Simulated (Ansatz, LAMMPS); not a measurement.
**Glassy 61Al2O3-39P2O5 (mol %) (104 atoms): support functions against a reference**

Wanted: errors and times of a linear-scaling basis for glassy 61Al2O3-39P2O5 (mol %) (104 atoms). A setting counts as converged where the r.m.s. difference of forces stays under 1 % of the r.m.s. force.

Main program and level: Ansatz 0.2.0; Kohn-Sham DFT, PBE, PAW (set soft_2), plane waves.

Most raw output is cut from this account.

## (1) Starting point

The cell holds 104 atoms: 22 Al, 14 P and 68 O. Cell: a = 10.807 Å, b = 10.807 Å, c = 10.807 Å, α = 90.0°, β = 90.0°, γ = 90.0°. 104 atoms (22 Al, 14 P, 68 O) placed at random at 2.66 g/cm³, melted at 4000 K for 10 ps at fixed volume with the Morse and Coulomb pair potential with partial charges (Pedone, Malavasi, Menziani, Cormack and Segre, J. Phys. Chem. B 110, 11780 (2006)). Quenched from 4000 K to 300 K at 50 K/ps and fixed volume, held 10 ps at zero pressure.

Before any run, some limits are plain. The quench rate of 50 K/ps is many orders above laboratory rates, so the cell is likely richer in defects and strain than a real sample. The starting topology of bonds comes from the classical model, and needn't be the one that DFT or experiment would give. Sampling is at Γ alone, for a cell whose shortest periodic width is 11 Å.

## (2) The classical run that made the cell

A classical potential makes the cell, at a small fraction of what the same run would cost in DFT.

This step: classical MD, Morse and Coulomb pair potential with partial charges (Pedone, Malavasi, Menziani, Cormack and Segre, J. Phys. Chem. B 110, 11780 (2006)) (LAMMPS 22 Jul 2025 - Update 4).

in.lmp

```
# melt-quench of Al22P14O68
units metal
atom_style charge
boundary p p p
region box block 0 10.9653 0 10.9653 0 10.9653
create_box 3 box
mass 1 26.9815   # Al
mass 2 30.9738   # P
mass 3 15.9990   # O
create_atoms 1 random 22 624617 NULL overlap 1.5 maxtry 2000
create_atoms 2 random 14 624624 NULL overlap 1.5 maxtry 2000
create_atoms 3 random 68 624631 NULL overlap 1.5 maxtry 2000
pair_style hybrid/overlay pedone 5.5 coul/long 8.0
pair_coeff * * coul/long
pair_coeff 1 3 pedone 0.361581 1.900442 2.164818 0.9   # Al-O
pair_coeff 2 3 pedone 0.831326 2.585833 1.800790 1   # P-O
pair_coeff 3 3 pedone 0.042395 1.379316 3.618701 22   # O-O
set type 1 charge 1.8
set type 2 charge 3
set type 3 charge -1.2
kspace_style pppm 1.0e-4
neigh_modify delay 0 every 1 check yes
thermo_style custom step time temp pe press density
thermo_modify norm yes
timestep 0.002
thermo 100
min_style cg
minimize 1e-4 1e-4 200 2000
reset_timestep 0
velocity all create 4000 624618 mom yes dist gaussian
fix lim all nve/limit 0.05
fix lan all langevin 4000 4000 0.2 624619 zero yes
thermo 500
run 1000 post no
# [... 7 lines left out ...]
fix md all nvt temp 4000 300 0.2
run 37000 post no
unfix md
thermo 1666
fix md all npt temp 300 300 0.2 iso 0 0 2
run 5000 post no
unfix md
write_dump all custom glass.dump id type xs ys zs modify sort id
```

Started as:

```bash
$ lmp -in in.lmp -log none -nocite
```

Elapsed: 21 s, on 1 thread of Intel Xeon Platinum 8488C (Sapphire Rapids), shared host; peak memory 0.068 GiB.

## (3) Plane-wave single point

The first run uses the default basis; a harder plane-wave run follows as the reference for the support functions.

input.yaml

```yaml
crystal:
  lattice:
    - [10.80682, 0.0, 0.0]
    - [0.0, 10.80682, 0.0]
    - [0.0, 0.0, 10.80682]
  atoms:
    - { symbol: Al, position: [0.1666, 0.14787, 0.24229] }
    - { symbol: Al, position: [0.87928, 0.98925, 0.90526] }
    - { symbol: Al, position: [0.55401, 0.47186, 0.00779] }
    - { symbol: Al, position: [0.96797, 0.77766, 0.11205] }
    - { symbol: Al, position: [0.35962, 0.897, 0.83688] }
    - { symbol: Al, position: [0.43703, 0.17078, 0.84214] }
    - { symbol: Al, position: [0.45301, 0.8343, 0.44385] }
    - { symbol: Al, position: [0.64194, 0.99588, 0.48515] }
    - { symbol: Al, position: [0.4656, 0.52463, 0.46776] }
    - { symbol: Al, position: [0.9393, 0.03565, 0.37523] }
    - { symbol: Al, position: [0.89202, 0.26683, 0.22994] }
    - { symbol: Al, position: [0.08491, 0.13533, 0.58501] }
    - { symbol: Al, position: [0.01673, 0.77736, 0.67908] }
    - { symbol: Al, position: [0.63311, 0.80222, 0.81955] }
    - { symbol: Al, position: [0.8447, 0.9988, 0.65688] }
    - { symbol: Al, position: [0.7444, 0.74511, 0.5742] }
    - { symbol: Al, position: [0.52733, 0.77057, 0.07995] }
    - { symbol: Al, position: [0.36461, 0.04478, 0.59215] }
    - { symbol: Al, position: [0.88054, 0.44758, 0.70646] }
    - { symbol: Al, position: [0.91088, 0.51013, 0.14578] }
    - { symbol: Al, position: [0.33244, 0.582, 0.08484] }
    - { symbol: Al, position: [0.72063, 0.86928, 0.25813] }
    - { symbol: P, position: [0.23969, 0.65522, 0.80864] }
    - { symbol: P, position: [0.16419, 0.85094, 0.44116] }
    - { symbol: P, position: [0.6004, 0.25212, 0.20384] }
    - { symbol: P, position: [0.0347, 0.3922, 0.45971] }
    - { symbol: P, position: [0.39076, 0.25505, 0.40506] }
    - { symbol: P, position: [0.69418, 0.2278, 0.66766] }
    - { symbol: P, position: [0.80071, 0.6088, 0.93162] }
    - { symbol: P, position: [0.24681, 0.89306, 0.09252] }
    - { symbol: P, position: [0.41941, 0.43685, 0.74613] }
    - { symbol: P, position: [0.15504, 0.59135, 0.301] }
    - { symbol: P, position: [0.68647, 0.60855, 0.31379] }
    - { symbol: P, position: [0.25284, 0.30004, 0.02183] }
    - { symbol: P, position: [0.02473, 0.24116, 0.85217] }
    - { symbol: P, position: [0.62549, 0.03159, 0.03189] }
    - { symbol: O, position: [0.59054, 0.51236, 0.35407] }
    - { symbol: O, position: [0.28701, 0.17906, 0.34486] }
    - { symbol: O, position: [0.94049, 0.87657, 0.99223] }
    - { symbol: O, position: [0.49765, 0.82494, 0.90952] }
    - { symbol: O, position: [0.48166, 0.61161, 0.06303] }
    - { symbol: O, position: [0.30791, 0.76894, 0.75752] }
    - { symbol: O, position: [0.71309, 0.71777, 0.92476] }
    - { symbol: O, position: [0.13538, 0.81294, 0.12236] }
    - { symbol: O, position: [0.06087, 0.92324, 0.38527] }
    - { symbol: O, position: [0.49997, 0.45258, 0.86187] }
    - { symbol: O, position: [0.99654, 0.13601, 0.26233] }
    - { symbol: O, position: [0.74084, 0.92526, 0.80068] }
    - { symbol: O, position: [0.9412, 0.36469, 0.35971] }
    - { symbol: O, position: [0.22767, 0.01284, 0.1635] }
    - { symbol: O, position: [0.15664, 0.72296, 0.36048] }
    - { symbol: O, position: [0.2627, 0.91491, 0.95415] }
    - { symbol: O, position: [0.27837, 0.57077, 0.23375] }
    - { symbol: O, position: [0.44135, 0.6706, 0.46205] }
    - { symbol: O, position: [0.04815, 0.57392, 0.21283] }
    - { symbol: O, position: [0.9623, 0.91766, 0.73284] }
    - { symbol: O, position: [0.4153, 0.18341, 0.52178] }
    - { symbol: O, position: [0.57567, 0.90599, 0.35751] }
    - { symbol: O, position: [0.90787, 0.62229, 0.02322] }
    - { symbol: O, position: [0.85376, 0.80322, 0.21782] }
    - { symbol: O, position: [0.36718, 0.04187, 0.7623] }
    - { symbol: O, position: [0.12013, 0.49926, 0.40421] }
    - { symbol: O, position: [0.56136, 0.35064, 0.11703] }
    - { symbol: O, position: [0.2029, 0.03503, 0.56438] }
    - { symbol: O, position: [0.93851, 0.34439, 0.82016] }
    - { symbol: O, position: [0.80708, 0.14734, 0.72367] }
    - { symbol: O, position: [0.71495, 0.5121, 0.99288] }
    - { symbol: O, position: [0.79095, 0.00944, 0.33057] }
    - { symbol: O, position: [0.79128, 0.55012, 0.24022] }
    - { symbol: O, position: [0.92161, 0.35912, 0.10375] }
    - { symbol: O, position: [0.72192, 0.68007, 0.42901] }
    - { symbol: O, position: [0.37328, 0.39143, 0.4241] }
    - { symbol: O, position: [0.48246, 0.46214, 0.62238] }
    - { symbol: O, position: [0.50089, 0.24742, 0.31018] }
    - { symbol: O, position: [0.12569, 0.80153, 0.56882] }
    - { symbol: O, position: [0.35856, 0.21655, 0.98975] }
    - { symbol: O, position: [0.10821, 0.66351, 0.76519] }
    - { symbol: O, position: [0.25504, 0.64675, 0.94957] }
    [... 20 atom lines left out ...]
    - { symbol: O, position: [0.7473, 0.35732, 0.64764] }
    - { symbol: O, position: [0.89002, 0.71328, 0.61543] }
    - { symbol: O, position: [0.58753, 0.22539, 0.75557] }
    - { symbol: O, position: [0.36498, 0.82463, 0.13082] }
    - { symbol: O, position: [0.59363, 0.12958, 0.13456] }
    - { symbol: O, position: [0.14348, 0.29143, 0.92791] }
kpoints:
  mp_grid: { grid: [1, 1, 1] }
hamiltonian:
  xc: pbe
scf:
  occupations: { method: fixed }
output:
  forces: true
  stress: true
  populations: true
  dos:
    method: { smearing: { sigma: 0.1 } }
    de: 0.1
    projected: { site_lists: { Al: [Al], O: [O], P: [P] } }
  eigenvalues: true
  write_density: true
  write_potential: true
  volumetric_format: npy
  elf: true
```

Started as:

```bash
$ ansatz run input.yaml --threads 4 --pin off --max-ram 8192MiB --backend cpu --events-out ev --progress --plain --runs-dir out
```

Run time: 15 s. Hardware: 4 threads of Intel Xeon Platinum 8488C (Sapphire Rapids), shared host; peak memory 1.7 GiB.

Read from the output:

* free energy: -61076.1401 eV
* free energy per atom: -587.2706 eV/atom
* SCF cycles: 9
* pressure: 5.642 GPa
* r.m.s. force component: 1.182 eV/Å
* longest force: 4.797 eV/Å
* Fermi energy: 5.558 eV
* gap (highest filled to lowest empty level): 2.39 eV
* spilling of the projection: 0.01343

The r.m.s. force component of 1.2 eV/Å sets the scale for the differences below.

## (4) Plane waves at 750 eV (750 eV)

The grid of the support functions holds more waves than the default cutoff, so they are judged against a harder plane-wave run.

input.yaml, the sections that differ from step 3:

```yaml
output:
  forces: true
  eigenvalues: true
basis:
  ecutwfc: "750 eV"
# crystal, kpoints, hamiltonian, scf: as in step 3
```

Run time: 20 s. Hardware: 4 threads; peak memory 3.3 GiB; 73 s of CPU time.

Forces differ from the reference by 0.91 meV/Å r.m.s., 0.077 % of their size, well within a tolerance of 1 %; the energy by -3.9 meV/atom.

## (5) Support functions medium

The cell is solved in localised support functions. Besides, the program derives a nominal cutoff of 464 eV for this run, against the reference's 750.

This step: Kohn-Sham DFT, PBE, PAW (set soft_2), localised support functions (medium) (Ansatz 0.2.0).

input.yaml, the sections that differ from step 4:

```yaml
scf:
  occupations: { method: fixed }
  eigensolver: { kind: { support_functions: { accuracy: medium } } }
  max_iter: 150
# crystal, kpoints, hamiltonian, output: as in step 4
# basis: removed
```

Run time: 88 s. Hardware: 4 threads; peak memory 3.6 GiB.

The program notes that the band table was not solved further than the SCF left it and it switched symmetry off.

Keys that differ from the reference: basis.ecutwfc removed, support_functions.accuracy = "medium" and scf.max_iter = 150.

Forces differ from the reference by 0.62 meV/Å r.m.s., 0.053 % of their size, well within a tolerance of 1 %; the energy by -0.88 meV/atom. It took 4.5 times the reference's time (shared host, so rough). The two runs also began from different starting densities, which bears on cycles and time.

## (6) Support functions low

With localised support functions most steps grow linearly with size, though the diagonalisation grows faster unless the density matrix is cut; this run measures error and cost at this size. Besides, the program derives a nominal cutoff of 420 eV for this run, against the reference's 750.

This step: Kohn-Sham DFT, PBE, PAW (set soft_2), localised support functions (low) (Ansatz 0.2.0).

input.yaml, the sections that differ from step 5:

```yaml
scf:
  occupations: { method: fixed }
  eigensolver: { kind: { support_functions: { accuracy: low } } }
  max_iter: 150
# crystal, kpoints, hamiltonian, output: as in step 5
```

Wall time 84 s (4 threads); peak memory 3.5 GiB.

Keys that differ from the reference: basis.ecutwfc removed, support_functions.accuracy = "low" and scf.max_iter = 150.

Forces differ from the reference by 0.80 meV/Å r.m.s., 0.067 % of their size, well within a tolerance of 1 %; the energy by -0.87 meV/atom. It took 4.3 times the reference's time (shared host, so rough). The two runs also began from different starting densities, which bears on cycles and time.

## (7) Support functions high

With localised support functions most steps grow linearly with size, though the diagonalisation grows faster unless the density matrix is cut; this run measures error and cost at this size.

This step: Kohn-Sham DFT, PBE, PAW (set soft_2), localised support functions (high) (Ansatz 0.2.0).

input.yaml, the sections that differ from step 6:

```yaml
scf:
  occupations: { method: fixed }
  eigensolver: { kind: { support_functions: { accuracy: high } } }
  max_iter: 150
# crystal, kpoints, hamiltonian, output: as in step 6
```

It took 5.9 s on 4 threads; peak memory 0.54 GiB.

The input was rejected at the start.

The program's message: “Error: memory limit exceeded: the `scf loop` phase needs 9.80 GiB against the run's memory maximum of 8.00 GiB; largest carriers: support functions 8.05 GiB, density mixer 0.55 GiB, unmodelled-tail al …”

The refusal is over memory: the job needs 9.80 GiB where 8.00 GiB were allowed.

## (8) Support functions high

After the refusal for memory the run is tried again with basis.xc_grid typed, in the hope of saving memory. Against the reference, the basis becomes support functions and the exchange-correlation grid changes.

input.yaml: that of step 7 with these lines changed.

```diff
@@ -18 +18,3 @@
   eigenvalues: true
+basis:
+  xc_grid: 1
```

It took 6.4 s on 4 threads; peak memory 0.54 GiB.

The program refused the input before any cycle.

The program's message: “Error: memory limit exceeded: the `scf loop` phase needs 9.76 GiB against the run's memory maximum of 8.00 GiB; largest carriers: support functions 8.05 GiB, density mixer 0.55 GiB, unmodelled-tail al …”

The refusal is over memory: the job needs 9.76 GiB where 8.00 GiB were allowed.

## (9) Support functions medium, radius 3.47 Å

The radius confines each support function; a larger one gives more freedom and more work per atom. Besides, the program derives a nominal cutoff of 464 eV for this run, against the reference's 750.

This step: Kohn-Sham DFT, PBE, PAW (set soft_2), localised support functions (medium) (Ansatz 0.2.0).

input.yaml, the sections that differ from step 8:

```yaml
scf:
  occupations: { method: fixed }
  eigensolver: { kind: { support_functions: { accuracy: medium, radius: 3.47 } } }
  max_iter: 150
# crystal, kpoints, hamiltonian, output: as in step 8
# basis: removed
```

The job ended after 90 s (4 threads; peak memory 3.4 GiB; 5.7 min of CPU time).

Keys that differ from the reference: basis.ecutwfc removed, support_functions.accuracy = "medium", support_functions.radius = 3.47 and scf.max_iter = 150.

Forces differ from the reference by 0.73 meV/Å r.m.s., 0.062 % of their size, well within a tolerance of 1 %; the energy by -0.88 meV/atom. It took 4.6 times the reference's time (shared host, so rough). The two runs also began from different starting densities, which bears on cycles and time.

## (10) Support functions medium, radius 3.75 Å

input.yaml, the sections that differ from step 9:

```yaml
scf:
  occupations: { method: fixed }
  eigensolver: { kind: { support_functions: { accuracy: medium, radius: 3.75 } } }
  max_iter: 150
# crystal, kpoints, hamiltonian, output: as in step 9
```

Run time: 1.9 min. Hardware: 4 threads; peak memory 3.9 GiB.

Keys that differ from the reference: basis.ecutwfc removed, support_functions.accuracy = "medium", support_functions.radius = 3.75 and scf.max_iter = 150.

Forces differ from the reference by 0.53 meV/Å r.m.s., 0.045 % of their size, well within a tolerance of 1 %; the energy by -0.88 meV/atom. It took 5.7 times the reference's time (shared host, so rough). The two runs also began from different starting densities, which bears on cycles and time.

## (11) Support functions medium, radius 4.0 Å

input.yaml, the sections that differ from step 10:

```yaml
scf:
  occupations: { method: fixed }
  eigensolver: { kind: { support_functions: { accuracy: medium, radius: 4.0 } } }
  max_iter: 150
# crystal, kpoints, hamiltonian, output: as in step 10
```

It took 2.1 min on 4 threads; peak memory 4.4 GiB; 8.2 min of CPU time.

Keys that differ from the reference: basis.ecutwfc removed, support_functions.accuracy = "medium", support_functions.radius = 4.0 and scf.max_iter = 150.

Forces differ from the reference by 0.45 meV/Å r.m.s., 0.038 % of their size, well within a tolerance of 1 %; the energy by -0.88 meV/atom. It took 6.5 times the reference's time (shared host, so rough). The two runs also began from different starting densities, which bears on cycles and time.

## (12) Support functions medium, radius 4.29 Å

input.yaml, the sections that differ from step 11:

```yaml
scf:
  occupations: { method: fixed }
  eigensolver: { kind: { support_functions: { accuracy: medium, radius: 4.29 } } }
  max_iter: 150
# crystal, kpoints, hamiltonian, output: as in step 11
```

Run time: 2.6 min. Hardware: 4 threads; peak memory 5 GiB; 10 min of CPU time.

Keys that differ from the reference: basis.ecutwfc removed, support_functions.accuracy = "medium", support_functions.radius = 4.29 and scf.max_iter = 150.

Forces differ from the reference by 0.40 meV/Å r.m.s., 0.034 % of their size, well within a tolerance of 1 %; the energy by -0.88 meV/atom. It took 8.0 times the reference's time (shared host, so rough). The two runs also began from different starting densities, which bears on cycles and time.

## (13) Support functions medium, radius 4.82 Å

input.yaml, the sections that differ from step 12:

```yaml
scf:
  occupations: { method: fixed }
  eigensolver: { kind: { support_functions: { accuracy: medium, radius: 4.82 } } }
  max_iter: 150
# crystal, kpoints, hamiltonian, output: as in step 12
```

It took 3.8 min on 4 threads; peak memory 6.2 GiB; 15 min of CPU time.

Keys that differ from the reference: basis.ecutwfc removed, support_functions.accuracy = "medium", support_functions.radius = 4.82 and scf.max_iter = 150.

Forces differ from the reference by 0.41 meV/Å r.m.s., 0.035 % of their size, well within a tolerance of 1 %; the energy by -0.88 meV/atom. It took 12 times the reference's time (shared host, so rough). The two runs also began from different starting densities, which bears on cycles and time.

## (14) Support functions medium, radius 5.36 Å

input.yaml, the sections that differ from step 13:

```yaml
scf:
  occupations: { method: fixed }
  eigensolver: { kind: { support_functions: { accuracy: medium, radius: 5.36 } } }
  max_iter: 150
# crystal, kpoints, hamiltonian, output: as in step 13
```

The job ended after 5.9 min (4 threads; peak memory 7.1 GiB; 23 min of CPU time).

Keys that differ from the reference: basis.ecutwfc removed, support_functions.accuracy = "medium", support_functions.radius = 5.36 and scf.max_iter = 150.

Forces differ from the reference by 0.44 meV/Å r.m.s., 0.037 % of their size, well within a tolerance of 1 %; the energy by -0.88 meV/atom. It took 18 times the reference's time (shared host, so rough). The two runs also began from different starting densities, which bears on cycles and time.

(Part 1 of 2 ends here.)

[Logs are printed without paths, hosts, clocks, repeated set-up lines and the standing remarks that a program may print on its own settings, such as how far it seeks lower states.]

[Hosts, paths, dates, database ids (printed as entryN), source tags and the programs' standing remarks are cut or masked in the printed files.]
